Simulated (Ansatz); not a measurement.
## Na3Sr: relaxing a made-up structure

Starting from a made-up structure for Na3Sr, the aim is the relaxed cell, its shortest contacts and, where a second run follows, its electronic structure.

Method: DFT, PBE, plane-wave PAW, files of the set soft_1, scalar-relativistic, no spin, cell and ions relaxed at zero pressure; PAW set soft_1, in Ansatz 0.2.0.

### 1. Set-up

It takes space group P6_3/mmc (No. 194, hexagonal). The conventional cell has a = 7.890 Å, b = 7.890 Å, c = 5.577 Å, α = 90.00°, β = 90.00°, γ = 120.00°. Sr has 12 Na at 3.77 to 3.95 Å nearest. Na has 6 Na at 3.44 to 3.49 Å and 4 Sr at 3.77 to 3.95 Å nearest. Farther neighbours are not listed.

### 2. Relaxation of the guess

The guessed cell has no reason to be at equilibrium. It is relaxed with the atoms, within the space group of the guess.

The input, input.yaml:

```yaml
crystal:
  lattice:
    - [7.89, 0.0, 0.0]
    - [-3.945, 6.832940436, 0.0]
    - [0.0, 0.0, 5.577]
  atoms:
    - { symbol: Sr, position: [0.333333333, 0.666666667, 0.75] }
    - { symbol: Sr, position: [0.666666667, 0.333333333, 0.25] }
    - { symbol: Na, position: [0.147400005, 0.29480001, 0.25] }
    - { symbol: Na, position: [0.147400005, 0.852599995, 0.25] }
    - { symbol: Na, position: [0.70519999, 0.852599995, 0.25] }
    - { symbol: Na, position: [0.852599995, 0.70519999, 0.75] }
    - { symbol: Na, position: [0.852599995, 0.147400005, 0.75] }
    - { symbol: Na, position: [0.29480001, 0.147400005, 0.75] }
kpoints:
  mp_grid: { grid: [4, 4, 5] }
scf:
  occupations: { method: fermi_dirac, width: 0.05 }
hamiltonian:
  xc: pbe
  pseudopotentials: { kind: paw, azcp: { folder: soft_1 } }
relax:
  f_tol: 0.015
  max_steps: 70
  cell: {}
output:
  forces: true
  stress: true
```

Started as:

```
ansatz run input.yaml --threads 4 --pin off --max-ram 10240MiB --backend cpu --events-out ev --progress --plain --runs-dir out
```

Numbers of over 12 decimals in the logs are rounded to 6 here.

The program printed:

```text
Engine: ansatz 0.2.0, x86_64-unknown-linux-gnu
Pseudopotentials: kind: paw
Pseudopotential: Sr, paw, valence charge 10, recommended cutoff 420 eV (normal), soft_1/Sr.paw.azcp
Pseudopotential: Na, paw, valence charge 9, recommended cutoff 420 eV (normal), soft_1/Na.paw.azcp
Functional definition: PBE
  parameter kappa = 0.804
  parameter beta = 0.066725
  exchange = pbe_x(kappa = kappa, mu = beta*pi^2/3)
  correlation = pbe_c(beta = beta)
Crystal: 8 atoms, lattice volume = 300.667 Å³
Basis set: ecut = 420 eV, 5845 PW (Γ), exchange–correlation on 108×108×80 points (8 copies of the dense FFT grid, shifted against one another)
Bands: 45, of which v1, the nominal top of the filled ones, is band 37 counted from 1 (36 counted from 0)
Symmetry: 24 space group operations
Space group: P63/mmc (ITA 194), of the structure as read, at distance tolerance 6.7e-5 Å
k-points: 12 of 80
Non-local potential: Sr, projectors of the file, l = 0: 3, l = 1: 2, l = 2: 2
Non-local potential: Na, projectors of the file, l = 0: 3, l = 1: 2, l = 2: 1
PAW form: soft (Blöchl's): semilocal exchange-correlation on the pseudo side does not see the compensation charge
PAW one-centre angular grid: Sr, 110 points (default); XC on 64 Gauss nodes
PAW one-centre angular grid: Na, 110 points (default); XC on 64 Gauss nodes
Initial density: superposition of atomic densities (chi_scale 0.1, normalization cell, long waves kept (reshape's long-wave potential 0.00 eV rms))
Initial wavefunctions: pseudopotential atomic-orbital guess
Functional: x = pbe(κ = 0.804, μ = 0.219515), c = pbe(β = 0.066725)
SCF iter   1: F=—  HF=-16006.465237 eV  |F-HF|=—  |Δ(HF+E_count)|=         —  Δρ=5.50e-3  dr2=2.29e-1  ethr=3.10e-3  ⟨swp⟩=13.8  Hψ=2821  notcnv=0
preconditioner: auto → Kerker (q_TF=auto, 2.160 Å⁻¹)  [metal: Δε(μ)=0.102 eV  Ē_g=2.550 eV  σ=0.050 eV  W_gap=0.41  n_scr=56 (ndim 8)  ℏωp=6.8 eV  f_vac=0.000  D(μ)=4.38/eV (n_scr^D=26)]
SCF iter   2: F=—  HF=-16006.470056 eV  |F-HF|=—  |Δ(HF+E_count)|=   4.82e-3  Δρ=3.74e-3  dr2=1.24e-1  ethr=3.09e-4  ⟨swp⟩=2.9  Hψ=765  notcnv=0  defer=2
SCF iter   3: F=—  HF=-16006.465666 eV  |F-HF|=—  |Δ(HF+E_count)|=   4.39e-3  Δρ=1.03e-3  dr2=1.03e-2  ethr=1.68e-4  ⟨swp⟩=3.2  Hψ=746  notcnv=0  defer=2
SCF iter   4: F=—  HF=-16006.464073 eV  |F-HF|=—  |Δ(HF+E_count)|=   1.59e-3  Δρ=4.18e-4  dr2=9.54e-4  ethr=1.39e-5  ⟨swp⟩=3.2  Hψ=988  notcnv=0  defer=2
SCF iter   5: F=—  HF=-16006.463677 eV  |F-HF|=—  |Δ(HF+E_count)|=   3.96e-4  Δρ=1.32e-4  dr2=9.93e-5  ethr=1.29e-6  ⟨swp⟩=3.0  Hψ=1018  notcnv=0  defer=2
SCF iter   6: F=—  HF=-16006.463725 eV  |F-HF|=—  |Δ(HF+E_count)|=   4.76e-5  Δρ=3.61e-5  dr2=1.11e-5  ethr=1.34e-7  ⟨swp⟩=2.3  Hψ=741  notcnv=0  defer=2
SCF iter   7: F=—  HF=-16006.463723 eV  |F-HF|=—  |Δ(HF+E_count)|=   1.86e-6  Δρ=1.28e-5  dr2=1.48e-6  ethr=1.50e-8  ⟨swp⟩=2.0  Hψ=609  notcnv=0  defer=2
SCF iter   8: F=-16006.463723 eV  HF=-16006.463723 eV  |F-HF|=1.58e-8  |Δ(HF+E_count)|=   1.07e-7  Δρ=3.29e-6  dr2=6.26e-8  ethr=1.35e-10  ⟨swp⟩=4.4  Hψ=2155  notcnv=0
SCF 1 converged in 8 iterations: F = -16006.463723 eV  dr2 = 6.26e-8
  greatest PAW one-centre occupation: 0.999 electrons in one spin orbital (limit 2), on the Na atom at site 7 (counted from 0), in its partial waves of l = 0
relax step   1: F+E_penalty+E_count = -16006.46372289 eV  Δ(F+E_penalty+E_count) = +0.000e0 eV  max|allowed force component| = 1.145e-1 eV/Å  Δτ_max = 0.0000 Å  P = +1.278 GPa  Ω = 300.667 Å³  (8 SCF iters, dr2 threshold 1.00e-7 eV, accepted)
Crystal: 8 atoms, lattice volume = 311.384 Å³
Basis set: ecut = 420 eV, 6109 PW (Γ), exchange–correlation on 108×108×80 points (8 copies of the dense FFT grid, shifted against one another)
Initial density: handed on by an earlier stage of this run
Initial wavefunctions: those handed on with the density
iter 1 solved again at ethr=7.25e-7 eV; its pass at ethr=3.10e-3 eV (dr2=5.37e-4 eV) is discarded
SCF iter   1: F=—  HF=-16006.582721 eV  |F-HF|=—  |Δ(HF+E_count)|=         —  Δρ=3.00e-4  dr2=3.52e-4  ethr=7.25e-7  ⟨swp⟩=3.0  Hψ=3212  notcnv=0
preconditioner: auto → Kerker (q_TF=auto, 2.147 Å⁻¹)  [metal: Δε(μ)=0.049 eV  Ē_g=2.473 eV  σ=0.050 eV  W_gap=0.24  n_scr=56 (ndim 8)  ℏωp=6.7 eV  f_vac=0.000  D(μ)=4.49/eV (n_scr^D=26)]
SCF iter   2: F=—  HF=-16006.582743 eV  |F-HF|=—  |Δ(HF+E_count)|=   2.12e-5  Δρ=2.01e-4  dr2=1.72e-4  ethr=4.75e-7  ⟨swp⟩=2.6  Hψ=898  notcnv=0
SCF iter   3: F=—  HF=-16006.582798 eV  |F-HF|=—  |Δ(HF+E_count)|=   5.52e-5  Δρ=5.18e-5  dr2=2.27e-5  ethr=2.33e-7  ⟨swp⟩=2.0  Hψ=605  notcnv=0
SCF iter   4: F=—  HF=-16006.582799 eV  |F-HF|=—  |Δ(HF+E_count)|=   1.22e-6  Δρ=1.77e-5  dr2=4.90e-6  ethr=3.06e-8  ⟨swp⟩=3.0  Hψ=951  notcnv=0
SCF iter   5: F=-16006.582798 eV  HF=-16006.582798 eV  |F-HF|=4.67e-8  |Δ(HF+E_count)|=   7.43e-7  Δρ=3.48e-6  dr2=9.86e-8  ethr=1.08e-9  ⟨swp⟩=4.0  Hψ=2081  notcnv=0
SCF 2 converged in 5 iterations: F = -16006.582798 eV  dr2 = 9.86e-8
relax step   2: F+E_penalty+E_count = -16006.58279817 eV  Δ(F+E_penalty+E_count) = -1.191e-1 eV  max|allowed force component| = 8.717e-2 eV/Å  Δτ_max = 0.0202 Å  P = +0.813 GPa  Ω = 311.384 Å³  energy of the carried Pulay correction = -1.789e-4 eV  (5 SCF iters, dr2 threshold 8.00e-7 eV, accepted)
Crystal: 8 atoms, lattice volume = 327.169 Å³
Basis set: ecut = 420 eV, 6351 PW (Γ), exchange–correlation on 108×108×80 points (8 copies of the dense FFT grid, shifted against one another)
iter 1 solved again at ethr=7.94e-6 eV; its pass at ethr=3.10e-3 eV (dr2=5.88e-3 eV) is discarded
SCF iter   1: F=—  HF=-16006.704267 eV  |F-HF|=—  |Δ(HF+E_count)|=         —  Δρ=5.86e-4  dr2=4.97e-3  ethr=7.94e-6  ⟨swp⟩=3.0  Hψ=3263  notcnv=0
preconditioner: auto → Kerker (q_TF=auto, 2.130 Å⁻¹)  [metal: Δε(μ)=0.052 eV  Ē_g=2.403 eV  σ=0.050 eV  W_gap=0.24  n_scr=58 (ndim 8)  ℏωp=6.5 eV  f_vac=0.000  D(μ)=4.31/eV (n_scr^D=20)]
SCF iter   2: F=—  HF=-16006.704125 eV  |F-HF|=—  |Δ(HF+E_count)|=   1.42e-4  Δρ=4.16e-4  dr2=2.91e-3  ethr=6.72e-6  ⟨swp⟩=1.0  Hψ=540  notcnv=0
SCF iter   3: F=—  HF=-16006.703855 eV  |F-HF|=—  |Δ(HF+E_count)|=   2.69e-4  Δρ=1.30e-4  dr2=3.02e-4  ethr=3.94e-6  ⟨swp⟩=2.0  Hψ=594  notcnv=0
SCF iter   4: F=—  HF=-16006.704005 eV  |F-HF|=—  |Δ(HF+E_count)|=   1.49e-4  Δρ=5.04e-5  dr2=1.39e-5  ethr=4.08e-7  ⟨swp⟩=2.0  Hψ=595  notcnv=0
SCF iter   5: F=—  HF=-16006.704005 eV  |F-HF|=—  |Δ(HF+E_count)|=   4.36e-8  Δρ=1.79e-5  dr2=8.97e-7  ethr=1.88e-8  ⟨swp⟩=2.1  Hψ=905  notcnv=0
SCF iter   6: F=-16006.704005 eV  HF=-16006.704005 eV  |F-HF|=2.52e-8  |Δ(HF+E_count)|=   1.09e-7  Δρ=3.12e-6  dr2=8.13e-8  ethr=1.08e-9  ⟨swp⟩=5.2  Hψ=1758  notcnv=0
SCF 3 converged in 6 iterations: F = -16006.704005 eV  dr2 = 8.13e-8
  greatest PAW one-centre occupation: 0.999 electrons in one spin orbital (limit 2), on the Na atom at site 5 (counted from 0), in its partial waves of l = 0
relax step   3: F+E_penalty+E_count = -16006.70400451 eV  Δ(F+E_penalty+E_count) = -1.212e-1 eV  max|allowed force component| = 4.475e-2 eV/Å  Δτ_max = 0.0505 Å  P = +0.249 GPa  Ω = 327.169 Å³  energy of the carried Pulay correction = -4.312e-4 eV  (6 SCF iters, dr2 threshold 8.00e-7 eV, accepted)
Crystal: 8 atoms, lattice volume = 335.948 Å³
Basis set: ecut = 420 eV, 6591 PW (Γ), exchange–correlation on 108×108×80 points (8 copies of the dense FFT grid, shifted against one another)
iter 1 solved again at ethr=1.26e-5 eV; its pass at ethr=3.10e-3 eV (dr2=9.36e-3 eV) is discarded
SCF iter   1: F=—  HF=-16006.742638 eV  |F-HF|=—  |Δ(HF+E_count)|=         —  Δρ=6.07e-4  dr2=8.79e-3  ethr=1.26e-5  ⟨swp⟩=3.0  Hψ=3152  notcnv=0
preconditioner: auto → Kerker (q_TF=auto, 2.120 Å⁻¹)  [metal: Δε(μ)=0.080 eV  Ē_g=2.375 eV  σ=0.050 eV  W_gap=0.38  n_scr=58 (ndim 8)  ℏωp=6.4 eV  f_vac=0.000  D(μ)=3.49/eV (n_scr^D=20)]
SCF iter   2: F=—  HF=-16006.742060 eV  |F-HF|=—  |Δ(HF+E_count)|=   5.78e-4  Δρ=4.48e-4  dr2=5.19e-3  ethr=1.19e-5  ⟨swp⟩=1.0  Hψ=540  notcnv=0
SCF iter   3: F=—  HF=-16006.741204 eV  |F-HF|=—  |Δ(HF+E_count)|=   8.56e-4  Δρ=1.47e-4  dr2=6.78e-4  ethr=7.02e-6  ⟨swp⟩=2.0  Hψ=594  notcnv=0
SCF iter   4: F=—  HF=-16006.741433 eV  |F-HF|=—  |Δ(HF+E_count)|=   2.29e-4  Δρ=3.21e-5  dr2=3.69e-6  ethr=9.17e-7  ⟨swp⟩=2.0  Hψ=595  notcnv=0
SCF iter   5: F=—  HF=-16006.741434 eV  |F-HF|=—  |Δ(HF+E_count)|=   7.10e-7  Δρ=1.54e-5  dr2=8.21e-7  ethr=1.08e-9  ⟨swp⟩=6.2  Hψ=2115  notcnv=0
SCF iter   6: F=-16006.741434 eV  HF=-16006.741434 eV  |F-HF|=3.35e-8  |Δ(HF+E_count)|=   2.43e-7  Δρ=4.36e-6  dr2=1.50e-7  ethr=1.08e-9  ⟨swp⟩=4.9  Hψ=1652  notcnv=0
SCF 4 converged in 6 iterations: F = -16006.741434 eV  dr2 = 1.50e-7
relax step   4: F+E_penalty+E_count = -16006.74143377 eV  Δ(F+E_penalty+E_count) = -3.743e-2 eV  max|allowed force component| = 1.245e-2 eV/Å  Δτ_max = 0.0582 Å  P = -0.004 GPa  Ω = 335.948 Å³  energy of the carried Pulay correction = -5.662e-4 eV  (6 SCF iters, dr2 threshold 8.00e-7 eV, accepted)
Crystal: 8 atoms, lattice volume = 335.924 Å³
Basis set: ecut = 420 eV, 6543 PW (Γ), exchange–correlation on 108×108×80 points (8 copies of the dense FFT grid, shifted against one another)
iter 1 solved again at ethr=1.88e-6 eV; its pass at ethr=3.10e-3 eV (dr2=1.39e-3 eV) is discarded
SCF iter   1: F=—  HF=-16006.742079 eV  |F-HF|=—  |Δ(HF+E_count)|=         —  Δρ=1.97e-4  dr2=1.17e-3  ethr=1.88e-6  ⟨swp⟩=3.0  Hψ=2563  notcnv=0
preconditioner: auto → Kerker (q_TF=auto, 2.120 Å⁻¹)  [metal: Δε(μ)=0.083 eV  Ē_g=2.376 eV  σ=0.050 eV  W_gap=0.39  n_scr=58 (ndim 8)  ℏωp=6.4 eV  f_vac=0.000  D(μ)=3.45/eV (n_scr^D=8)]
SCF iter   2: F=—  HF=-16006.741972 eV  |F-HF|=—  |Δ(HF+E_count)|=   1.08e-4  Δρ=1.46e-4  dr2=6.70e-4  ethr=1.58e-6  ⟨swp⟩=1.0  Hψ=540  notcnv=0
SCF iter   3: F=—  HF=-16006.741845 eV  |F-HF|=—  |Δ(HF+E_count)|=   1.26e-4  Δρ=5.07e-5  dr2=8.39e-5  ethr=9.06e-7  ⟨swp⟩=2.0  Hψ=596  notcnv=0
SCF iter   4: F=—  HF=-16006.742111 eV  |F-HF|=—  |Δ(HF+E_count)|=   2.66e-4  Δρ=7.68e-6  dr2=3.67e-7  ethr=1.13e-7  ⟨swp⟩=2.0  Hψ=596  notcnv=0
SCF iter   5: F=—  HF=-16006.742207 eV  |F-HF|=—  |Δ(HF+E_count)|=   9.56e-5  Δρ=5.06e-6  dr2=8.22e-8  ethr=4.96e-10  ⟨swp⟩=3.0  Hψ=1045  notcnv=0
SCF iter   6: F=—  HF=-16006.742207 eV  |F-HF|=—  |Δ(HF+E_count)|=   1.58e-8  Δρ=1.32e-6  dr2=9.68e-9  ethr=1.11e-10  ⟨swp⟩=2.0  Hψ=972  notcnv=0
SCF iter   7: F=—  HF=-16006.742207 eV  |F-HF|=—  |Δ(HF+E_count)|=  3.49e-10  Δρ=3.84e-7  dr2=7.40e-10  ethr=1.31e-11  ⟨swp⟩=2.0  Hψ=610  notcnv=0
SCF iter   8: F=-16006.742207 eV  HF=-16006.742207 eV  |F-HF|=5.46e-12  |Δ(HF+E_count)|=  8.91e-11  Δρ=8.49e-8  dr2=3.98e-11  ethr=1.00e-12  ⟨swp⟩=6.0  Hψ=2104  notcnv=0
SCF 5 converged in 8 iterations: F = -16006.742207 eV  dr2 = 3.98e-11
  greatest PAW one-centre occupation: 0.999 electrons in one spin orbital (limit 2), on the Na atom at site 6 (counted from 0), in its partial waves of l = 0
relax step   5: F+E_penalty+E_count = -16006.74220703 eV  Δ(F+E_penalty+E_count) = -7.733e-4 eV  max|allowed force component| = 3.520e-3 eV/Å  Δτ_max = 0.0195 Å  P = +0.002 GPa  Ω = 335.924 Å³  energy of the carried Pulay correction = -5.658e-4 eV  (8 SCF iters, accepted)
Basis set: ecut = 420 eV, 6543 PW (Γ), exchange–correlation on 108×108×90 points (8 copies of the dense FFT grid, shifted against one another)
Initial wavefunctions: pseudopotential atomic-orbital guess (no wavefunctions were taken with the density)
iter 1 solved again at ethr=8.83e-8 eV; its pass at ethr=3.10e-3 eV (dr2=6.53e-5 eV) is discarded
SCF iter   1: F=—  HF=-16006.738351 eV  |F-HF|=—  |Δ(HF+E_count)|=         —  Δρ=3.81e-4  dr2=1.43e-5  ethr=8.83e-8  ⟨swp⟩=4.9  Hψ=4709  notcnv=0
preconditioner: auto → Kerker (q_TF=auto, 2.120 Å⁻¹)  [metal: Δε(μ)=0.079 eV  Ē_g=2.379 eV  σ=0.050 eV  W_gap=0.38  n_scr=58 (ndim 8)  ℏωp=6.4 eV  f_vac=0.000  D(μ)=3.42/eV (n_scr^D=8)]
SCF iter   2: F=—  HF=-16006.742312 eV  |F-HF|=—  |Δ(HF+E_count)|=   3.96e-3  Δρ=1.92e-4  dr2=3.18e-6  ethr=1.93e-8  ⟨swp⟩=2.0  Hψ=932  notcnv=0
SCF iter   3: F=—  HF=-16006.743564 eV  |F-HF|=—  |Δ(HF+E_count)|=   1.25e-3  Δρ=9.44e-6  dr2=6.60e-8  ethr=4.30e-9  ⟨swp⟩=2.1  Hψ=1003  notcnv=0
SCF iter   4: F=—  HF=-16006.743566 eV  |F-HF|=—  |Δ(HF+E_count)|=   2.52e-6  Δρ=1.46e-6  dr2=2.35e-8  ethr=8.92e-11  ⟨swp⟩=2.6  Hψ=910  notcnv=0
SCF iter   5: F=—  HF=-16006.743566 eV  |F-HF|=—  |Δ(HF+E_count)|=   1.99e-9  Δρ=6.19e-7  dr2=5.82e-9  ethr=3.17e-11  ⟨swp⟩=2.0  Hψ=601  notcnv=0
SCF iter   6: F=—  HF=-16006.743566 eV  |F-HF|=—  |Δ(HF+E_count)|=  7.91e-10  Δρ=3.32e-7  dr2=1.03e-9  ethr=7.86e-12  ⟨swp⟩=1.9  Hψ=580  notcnv=0
SCF iter   7: F=—  HF=-16006.743566 eV  |F-HF|=—  |Δ(HF+E_count)|=  2.20e-10  Δρ=8.81e-8  dr2=1.67e-10  ethr=1.39e-12  ⟨swp⟩=3.0  Hψ=1017  notcnv=0
SCF iter   8: F=-16006.743566 eV  HF=-16006.743566 eV  |F-HF|=9.09e-12  |Δ(HF+E_count)|=  2.73e-11  Δρ=2.09e-8  dr2=8.19e-12  ethr=1.00e-12  ⟨swp⟩=4.9  Hψ=1621  notcnv=0
SCF 6 converged in 8 iterations: F = -16006.743566 eV  dr2 = 8.19e-12
relax step   6: F+E_penalty+E_count = -16006.74356620 eV  Δ(F+E_penalty+E_count) = -1.359e-3 eV  max|allowed force component| = 3.477e-3 eV/Å  Δτ_max = 0.0000 Å  P = +0.010 GPa  Ω = 335.924 Å³  stress off target by 3.24e-2 GPa  SCF on the basis re-selected at this cell (its energy is not comparable with the rows above)  (8 SCF iters)
basis re-selected at this cell: Δ(F+E_penalty+E_count) = -1.359e-3 eV, ΔP = +0.008 GPa vs the last step (what re-selecting the basis moved, of the pressure what is left beyond the Pulay correction that the steps carried, after the strain that the cell walked since its last selection, with what the two solves' SCF thresholds leave and, on support functions, any second-order correction that the steps lacked; it is no measure of the basis error at this ecutwfc). The dense FFT grid was sized anew with the basis: this SCF ran on 54×54×45 points, the steps before it on 54×54×40, so part of this shift can come from that change (see relax.cell in the input reference). [rest of the remark cut]
SCF converged after 8 iterations
Free energy (F): -16006.743566 eV
Harris-Foulkes:  -16006.743566 eV  (|F-HF|=9.09e-12)
Internal energy: -16006.712892 eV  (E = F + TS)
E sigma→0 (E₀):  -16006.728229 eV
Entropy (-TS):   -0.030674 eV (-3.834 meV/atom)
Fermi energy:    2.747503 eV
--- Per-component energies (eV) ---
  E_band       = -1708.462701
  E_kinetic    = 1135.446493
  E_local      = -11248.313886  (includes V_loc(G=0)·N_el)
  E_nonlocal   = 2137.196699
  E_hartree    = 3766.052959
  E_xc         = -564.142182
  E_vxc        = -585.355536  (∫ρ·V_xc dr)
  E_paw        = -7141.648244  (= ΣΔE_a)
  E_vpaw       = -679.542379  (= ΣTr[D̂ρ^β])
  E_aug_tail   = 0.000059  (compensation charges beyond the density's cutoff)
  E_ewald      = -4091.304790
  E_smearing   = -0.030674  (= −TS)
  E_closure    = 0.000000  (closes the sum)
  Σ components = -16006.743566   (vs F -16006.743566, Δ=0.00e0)
--- Forces (eV/Å), atoms counted from 1 ---
  atom   1  Sr     0.00000000    -0.00000000     0.00000000
  atom   2  Sr     0.00000000     0.00000000    -0.00000000
  atom   3  Na    -0.00000000    -0.00347714     0.00000000
  atom   4  Na    -0.00301129     0.00173857     0.00000000
  atom   5  Na     0.00301129     0.00173857     0.00000000
  atom   6  Na     0.00000000     0.00347714     0.00000000
  atom   7  Na     0.00301129    -0.00173857     0.00000000
  atom   8  Na    -0.00301129    -0.00173857     0.00000000
  max |Σ_I F_I| component: 1.30e-18 eV/Å
--- Stress (GPa, compression-positive) ---
       -0.000732      -0.000000       0.000000
       -0.000000      -0.000732       0.000000
        0.000000       0.000000       0.032388
  P = ⅓ Tr σ = 0.0103 GPa (0.103 kbar)
--- Relaxed structure (5 steps of the walk, 5 accepted, 1 SCFs on fresh bases) ---
  F+E_penalty+E_count = -16006.74356620 eV   max|allowed force component| = 3.477e-3 eV/Å   (the final SCF, on the basis selected at the relaxed cell)
  cell:  # Å, volume = 335.9242 Å³
    - [7.881574, 0, 0.0]
    - [-3.940787, 6.825643, 0.0]
    - [0.0, 0.0, 6.244313]
  atoms:
    - { symbol: Sr, position: [0.333333, 0.666667, 0.750000] }
    - { symbol: Sr, position: [0.666667, 0.333333, 0.250000] }
    - { symbol: Na, position: [0.158258, 0.316515, 0.250000] }
    - { symbol: Na, position: [0.158258, 0.841742, 0.250000] }
    - { symbol: Na, position: [0.683485, 0.841742, 0.250000] }
    - { symbol: Na, position: [0.841742, 0.683485, 0.750000] }
    - { symbol: Na, position: [0.841742, 0.158258, 0.750000] }
    - { symbol: Na, position: [0.316515, 0.158258, 0.750000] }
```

Run time: 9 s. Hardware: 4 threads of AMD EPYC 7B13 (Zen 3), shared host; peak memory 0.77 GiB; 33 s of CPU time.

Step by step:

| step | energy less that of the first step (eV) | largest force component (eV/Å) | pressure (GPa) | volume (Å³) |
| --- | --- | --- | --- | --- |
| 1 | 0.0000 | 0.1145 | 1.28 | 300.67 |
| 2 | -0.1191 | 0.0872 | 0.81 | 311.38 |
| 3 | -0.2403 | 0.0448 | 0.25 | 327.17 |
| 4 | -0.2777 | 0.0124 | 0.00 | 335.95 |
| 5 | -0.2785 | 0.0035 | 0.00 | 335.92 |
| 6* | -0.2798 | 0.0035 | 0.01 | 335.92 |

Relaxation steps marked * repeat the geometry before them on a plane-wave basis chosen anew for their cell, so energy and pressure can jump there.

The run keeps the 24 symmetry operations that it works with, so distortions that break them were not tested.

| conventional cell, symmetrised | before | after | change |
| --- | --- | --- | --- |
| a (Å) | 7.890 | 7.882 | -0.1 % |
| b (Å) | 7.890 | 7.882 | -0.1 % |
| c (Å) | 5.577 | 6.244 | +12.0 % |
| volume (Å³/atom) | 37.58 | 41.99 | +11.7 % |

The atoms that moved most (Å, as changes of fractional coordinates times the final cell):

| atom | dx | dy | dz | length |
| --- | --- | --- | --- | --- |
| Na8 | 0.128 | 0.074 | 0.000 | 0.148 |
| Na3 | 0.000 | 0.148 | 0.000 | 0.148 |
| Na7 | -0.128 | 0.074 | 0.000 | 0.148 |
| Na6 | 0.000 | -0.148 | 0.000 | 0.148 |
| Na4 | 0.128 | -0.074 | 0.000 | 0.148 |
| Na5 | -0.128 | -0.074 | 0.000 | 0.148 |

Final coordinates:

```xyz
8
Lattice="7.8816 0.0000 0.0000 -3.9408 6.8256 0.0000 0.0000 0.0000 6.2443" Properties=species:S:1:pos:R:3 pbc="T T T"
Sr    0.0000    4.5504    4.6832
Sr    3.9408    2.2752    1.5611
Na    0.0000    2.1604    1.5611
Na   -2.0698    5.7454    1.5611
Na    2.0698    5.7454    1.5611
Na    3.9408    4.6652    4.6832
Na    6.0106    1.0802    4.6832
Na    1.8710    1.0802    4.6832
```

This step gave:

```
free energy             : -16006.7436 eV
energy at zero smearing : -16006.7282 eV
smearing term TS        : 0.03067 eV
Fermi energy            : 2.748 eV
electrons               : 74
symmetry operations     : 24
pressure                : 0.01031 GPa
```

The shortest distance of each pair, which need not be the same contact before and after:

| pair | guess (Å) | relaxed (Å) |
| --- | --- | --- |
| Na–Na | 3.440 | 3.742 |
| Na–Sr | 3.773 | 3.932 |

The relaxation ends with a largest force component of 0.0035 eV/Å and a pressure of 0.01 GPa.

### 3. Results

```yaml
space_group_relaxed: P6_3/mmc
conventional_cell: a = 7.882, b = 7.882, c = 6.244 Å; α = 90.0°, β = 90.0°, γ = 120.0°
volume_per_atom: 41.99 Å³ (guess 37.58)
```

Na3Sr relaxes to P6_3/mmc with a = 7.882, b = 7.882 and c = 6.244 Å. The guessed volume was 10 % too small. The space group P6_3/mmc was held in the relaxation, so the end point is a stationary structure within it and may be a saddle against distortions or other arrangements. Mesh and cutoff weren't tested. A vector of the cell changed its length by 12 %, more than the volume shows. No dispersion term is used, so weakly bound directions may come out too long. Nothing here tests whether the compound is stable against decomposition.

[Logs are printed without paths, hosts, clocks, repeated set-up lines and the standing remarks that a program may print on its own settings, such as how far it seeks lower states.]

[Hosts, paths, dates, database ids (printed as entryN), source tags and the programs' standing remarks are cut or masked in the printed files.]
